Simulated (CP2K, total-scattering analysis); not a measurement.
**Reading the total scattering of a disordered sample**

The sample: CaSiO3 (Ca 20.0, Si 20.0, O 60.0 atom %) at 2200 K, fixed volume, ρ₀ = 0.0661 Å⁻³. The data come from ab initio molecular dynamics with CP2K (PBE, Gaussian and plane waves, DZVP-MOLOPT-SR basis, GTH potentials, 400 Ry, CSVR thermostat, no spin, fixed volume). The average runs over 0.69 ps of 70 atoms, so shells between rare elements are rough. Mean temperature 2127 K, largest m.s.d. 2.21 Å², energy drift -43 meV an atom (last third less first); the first quarter of the run is discarded. Start: last frame of a classical run of this cell at the same density and temperature. So short a stretch relaxes bonds and nearest shells but still remembers its start. It is a liquid as far as so short a run tells. The potential energy falls by 43 meV an atom from the first to the last third of the average, so the sample is relaxing or ordering and this is no equilibrium average.

The totals are in Faber–Ziman form. Below 4 Å⁻¹ the partials are summed on the cell's own reciprocal vectors (from 0.62 Å⁻¹) and folded with a Gaussian of σ = 0.14 Å⁻¹; above it they are transforms of g(r) out to 6.9 Å, tapered over the last 40 %. The fold lowers sharp peaks, and with so few vectors their positions are good to about 0.1 Å⁻¹. X-rays take neutral-atom form factors, neutrons coherent lengths (Ca 4.7, Si 4.15071, O 5.8037 fm). G(r) = 4πrρ₀[g(r) − 1] carries the resolution of a Lorch-windowed transform up to 20 Å⁻¹. The patterns are simulated, not measured. The potential energy falls by 43 meV an atom from the first to the last third of the average, so the sample is relaxing or ordering and this is no equilibrium average. The cell is small: beyond half the box only the part of each shell inside it is counted, and low-Q values rest on few vectors.

X-ray, Q (Å⁻¹) and value: 0.6 -0.01, 0.9 0.01, 1.2 0.21, 1.5 0.36, 1.8 0.85, 2.1 1.11, 2.4 0.97, 2.7 0.84, 3.0 0.81, 3.3 0.89, 3.6 0.99, 3.9 1.08, 4.2 1.09, 4.5 1.09, 4.8 1.07, 5.1 1.04, 5.4 1.04, 5.7 1.05, 6.0 1.01, 6.3 0.94, 6.6 0.90, 6.9 0.91, 7.2 0.94, 7.5 0.98, 7.8 1.02, 8.1 1.05, 8.4 1.06, 8.7 1.06, 9.0 1.05, 9.3 1.02, 9.6 0.99, 9.9 0.97, 10.2 0.95, 10.5 0.95, 10.8 0.97, 11.1 1.00, 11.4 1.02, 11.7 1.02, 12.0 1.02

neutron, Q (Å⁻¹) and value: 0.6 0.17, 0.9 0.21, 1.2 0.43, 1.5 0.50, 1.8 0.63, 2.1 0.73, 2.4 0.82, 2.7 1.11, 3.0 1.07, 3.3 0.97, 3.6 0.89, 3.9 0.91, 4.2 0.96, 4.5 1.05, 4.8 1.14, 5.1 1.19, 5.4 1.16, 5.7 1.05, 6.0 0.93, 6.3 0.85, 6.6 0.85, 6.9 0.90, 7.2 0.97, 7.5 1.03, 7.8 1.06, 8.1 1.06, 8.4 1.04, 8.7 1.03, 9.0 1.03, 9.3 1.03, 9.6 1.01, 9.9 0.97, 10.2 0.95, 10.5 0.94, 10.8 0.96, 11.1 0.98, 11.4 1.01, 11.7 1.03, 12.0 1.04

G(r):

```
r (Å)  X-ray  neutron
  1.0  -0.84    -0.82
  1.1  -0.93    -0.89
  1.2  -1.00    -0.98
  1.3  -1.03    -1.07
  1.4  -0.77    -0.82
  1.5  -0.11    -0.04
  1.6   0.58     0.80
  1.7   0.66     0.88
  1.8   0.01     0.06
  1.9  -0.72    -0.85
  2.0  -0.98    -1.18
  2.1  -0.83    -1.05
  2.2  -0.51    -0.73
  2.3  -0.26    -0.40
  2.4  -0.21    -0.04
  2.5  -0.28     0.38
  2.6  -0.35     0.82
  2.7  -0.33     1.06
  2.8  -0.27     0.91
  2.9  -0.19     0.51
  3.0  -0.09     0.08
  3.1   0.03    -0.23
  3.2   0.19    -0.35
  3.3   0.40    -0.31
  3.4   0.59    -0.18
  3.5   0.67    -0.08
  3.6   0.60    -0.06
  3.7   0.43    -0.11
  3.8   0.29    -0.17
  3.9   0.23    -0.17
  4.0   0.22    -0.09
  4.1   0.19    -0.02
  4.2   0.12     0.00
  4.3   0.07     0.00
  4.4   0.08     0.03
  4.5   0.10     0.09
  4.6   0.05     0.13
  4.7  -0.03     0.17
  4.8  -0.10     0.24
  4.9  -0.14     0.30
  5.0  -0.16     0.28
  5.1  -0.18     0.20
  5.2  -0.17     0.12
  5.3  -0.12     0.08
  5.4  -0.05     0.10
  5.5   0.05     0.12
  5.6   0.15     0.10
  5.7   0.23     0.04
  5.8   0.26    -0.01
  5.9   0.20    -0.04
  6.0   0.08    -0.06
```

**Question.** Which pairs make the maxima of G(r) below 4.5 Å, and what can the data say of the number of neighbours?

Each pair enters with the weight ci cj fi fj (2 − δij)/⟨f⟩², taking f = Z for X-rays at Q = 0: O–O 0.17 / 0.44; Ca–O 0.29 / 0.24; Si–O 0.20 / 0.21; Ca–Si 0.17 / 0.06; Ca–Ca 0.12 / 0.03; Si–Si 0.06 / 0.02 (X-ray / neutron).

| radiation | maximum (Å) | G (Å⁻²) | pairs that make it (share of the curvature of G, each pair at the same resolution) |
| --- | --- | --- | --- |
| X-ray | 1.66 | 0.73 | Si–O 100 % |
| X-ray | 2.38 | -0.20 | Ca–O 95 % |
| X-ray | 3.50 | 0.67 | Ca–Si 48 %, Ca–Ca 38 %, Si–O 13 % |
| neutron | 1.66 | 0.98 | Si–O 100 % |
| neutron | 2.71 | 1.07 | O–O 100 % |
| neutron | 3.57 | -0.05 | Si–O 33 %, Ca–Si 22 %, O–O 20 %, Ca–O 13 % |

The first neutron peak is mostly one pair, so its area estimates the neighbours: ∫ r [G + 4πρ₀r] dr from 1.19 to 2.04 Å is 1.45, and times c(O)/weight = 0.600/0.210 gives 4.1 O around each Si; the count from the coordinates is 4.01.

From the coordinates:

| pair | first peak (Å) | g there | first minimum (Å) | g there | neighbours |
| --- | --- | --- | --- | --- | --- |
| Si–O | 1.64 | 11.7 | 2.48 | 0.02 | 4.0 O per Si, 1.3 Si per O |
| Ca–O | 2.35 | 3.0 | 3.28 | 0.66 | 6.3 O per Ca, 2.1 Ca per O |
| O–O | 2.69 | 2.9 | 3.84 | 0.79 | 8.7 |
| Si–Si | 3.13 | 2.9 | 3.70 | 0.29 | 2.0 |
| Ca–Si | 3.35 | 3.0 | 4.64 | 0.58 | 6.3 Si per Ca, 6.3 Ca per Si |
| Ca–Ca | 3.61 | 2.0 | 5.10 | 0.71 | 6.2 |

Bonded neighbours (only these pairs count: cutoffs Ca–O 3.28 Å, Si–O 2.48 Å): Ca: 4 2.9 %, 5 20 %, 6 37 %, 7 29 %, 8 11 %; Si: 4 99 %, 5 1.4 %; O: 2 6.7 %, 3 48 %, 4 41 %, 5 4.0 %. For Ca–O g doesn't fall to zero at the cutoff, so those shares hang on where it is put. Bridging oxygens per network former of four or fewer bonds: Si: Q1 29 %, Q2 41 %, Q3 30 %. Oxygen by network formers bound (Si, B, P, Ge and Al count): one 66 %, two 34 %. O–Si–O peak at 106°, Si–O–Si peak at 128° and O–Ca–O peak at 82°. These counts come from 15 frames.

Anions around each cation, with the position of the first peak: Ca 6.3 (Ca–O 2.35 Å, to 3.28 Å, a soft count) and Si 4.0 (Si–O 1.64 Å, to 2.48 Å). The weights that differ most between the probes (X-ray, neutron): O–O 0.17 and 0.44, Ca–Si 0.17 and 0.06 and Ca–Ca 0.12 and 0.03. At 2.78 Å⁻¹ neutrons show a peak (1.13) where X-rays give 0.81: term by term, w(S − 1) with f = Z as a rough X-ray weight: O–O +0.43 against +0.17, Ca–Ca -0.03 against -0.10 and Ca–Si -0.03 against -0.08 (neutron against X-ray).

[Logs are printed without paths, hosts, clocks, repeated set-up lines and the standing remarks that a program may print on its own settings, such as how far it seeks lower states.]
